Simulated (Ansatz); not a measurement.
# (AlAs)2(MgSe)2 [001] superlattice, started as zinc blende: phonons and vibrational spectra

Aim: the phonons of (AlAs)2(MgSe)2 [001] superlattice, started as zinc blende at a cell relaxed beforehand at this level.

Program: Ansatz 0.2.0. Level of theory: DFT LDA, scalar-relativistic, plane waves, PAW. Results are calculated unless marked as measured.

The structure was built from a prototype and need not be the compound's stable phase.

### 1. Set-up

Symmetry: Pmm2, No. 25, orthorhombic system. The conventional cell has a = 4.021 Å, b = 4.087 Å, c = 11.629 Å, α = 90.00°, β = 90.00°, γ = 90.00°. Nearest to Al lie 2 As at 2.40 Å and 2 Se at 2.50 Å. Al has 4 As at 2.40 to 2.50 Å nearest. Nearest to As lie 4 Al at 2.40 to 2.50 Å. As has 2 Al at 2.40 Å and 2 Mg at 2.52 Å nearest. Mg has 2 As at 2.52 Å and 2 Se at 2.59 Å nearest. Nearest to Mg lie 4 Se at 2.48 to 2.58 Å. Farther neighbours and most contacts between anions are not listed.

### 2. Zone-centre response

The cell comes from relaxations at this level that are not shown. The zone centre is the only wavevector solved here; it holds the modes that light can see, as far as symmetry allows. The response to a homogeneous field gives the Born charges and the dielectric tensor, and its change with displacement the Raman tensors.

File input.yaml:

```yaml
crystal:
  lattice:
    - [2.8435487161, 2.8435487161, 0.0]
    - [-2.8900090882, 2.8900090882, 0.0]
    - [0.0, 0.0, 11.6294970999]
  atoms:
    - { symbol: Al, position: [0.0, 0.0, 0.0118009447] }
    - { symbol: Al, position: [0.5, 0.5, 0.2486696233] }
    - { symbol: As, position: [0.5, 0.0, 0.1245633128] }
    - { symbol: As, position: [0.0, 0.5, 0.3609339904] }
    - { symbol: Mg, position: [0.0, 0.0, 0.4879186837] }
    - { symbol: Mg, position: [0.5, 0.5, 0.749348789] }
    - { symbol: Se, position: [0.5, 0.0, 0.6280858711] }
    - { symbol: Se, position: [0.0, 0.5, 0.888678785] }
kpoints:
  mp_grid: { grid: [8, 8, 4] }
hamiltonian:
  xc: lda
scf:
  occupations: { method: fixed }
output:
  eigenvalues: true
phonons:
  method: dfpt
  dielectric: true
  rigid_motions: translations
  raman: true
```

Run with:

```console
ansatz run input.yaml --threads 4 --pin off --max-ram 14336MiB --backend cpu --events-out ev --progress --plain --runs-dir out
```

The runs that follow: isotope substitution, element Mg, natural mass 24.305 amu; isotope substitution, element Se, natural mass 78.971 amu. Settings of the main run: cutoff 420 eV, 8×8×4 k-mesh, fixed occupations.

Before running: what should come out for the highest optical mode at the zone centre and top of the zone-centre spectrum with the field?

The structure is stable against zone-centre distortions, since no mode there is imaginary; other wavevectors were not solved, so zone-boundary instabilities are untested. Without the field, the optical modes at Γ span 52 to 379 cm⁻¹. No dispersion was computed.

* volume per atom: 23.9 Å³
* gap on the k-mesh: 0.486 eV
* highest optical mode at the zone centre (no LO-TO term): 379 cm⁻¹
* top of the zone-centre spectrum with the field: 396 cm⁻¹
* lowest optical zone-centre mode: 52.5 cm⁻¹
* mean high-frequency dielectric constant: 7.42
* mean static dielectric constant: 10.3
* largest Born charge (third of the trace): 2.32 e
* imaginary modes at Γ (the only wavevector solved): none

The highest mode in this list at Γ, 378.7 cm⁻¹, is mostly motion of Al (73 % of the kinetic energy). With the macroscopic field of the longitudinal modes the top of the zone-centre spectrum lies at 396 cm⁻¹, against 379 cm⁻¹ without it. Lattice motion raises the mean dielectric constant from 7.420 to 10.29. The strongest infrared line is at 299 cm⁻¹. Averaged over orientations, the strongest Raman line at 532 nm and 300 K is at 368 cm⁻¹, among the modes without the field; their longitudinal partners can be Raman active too. The tensors are the static, non-resonant ones, while 532 nm light (2.33 eV) lies above the computed gap. With the field response the log warns that the k mesh is coarse for the force constants too, so the frequencies may not be converged. The starting cell was built on a prototype and not taken from a measurement, so the phase need not exist. These are harmonic frequencies at zero temperature: anharmonic shifts, linewidths and thermal expansion are left out.

[Logs are printed without paths, hosts, clocks, repeated set-up lines and the standing remarks that a program may print on its own settings, such as how far it seeks lower states.]

[Hosts, paths, dates, database ids (printed as entryN), source tags and the programs' standing remarks are cut or masked in the printed files.]
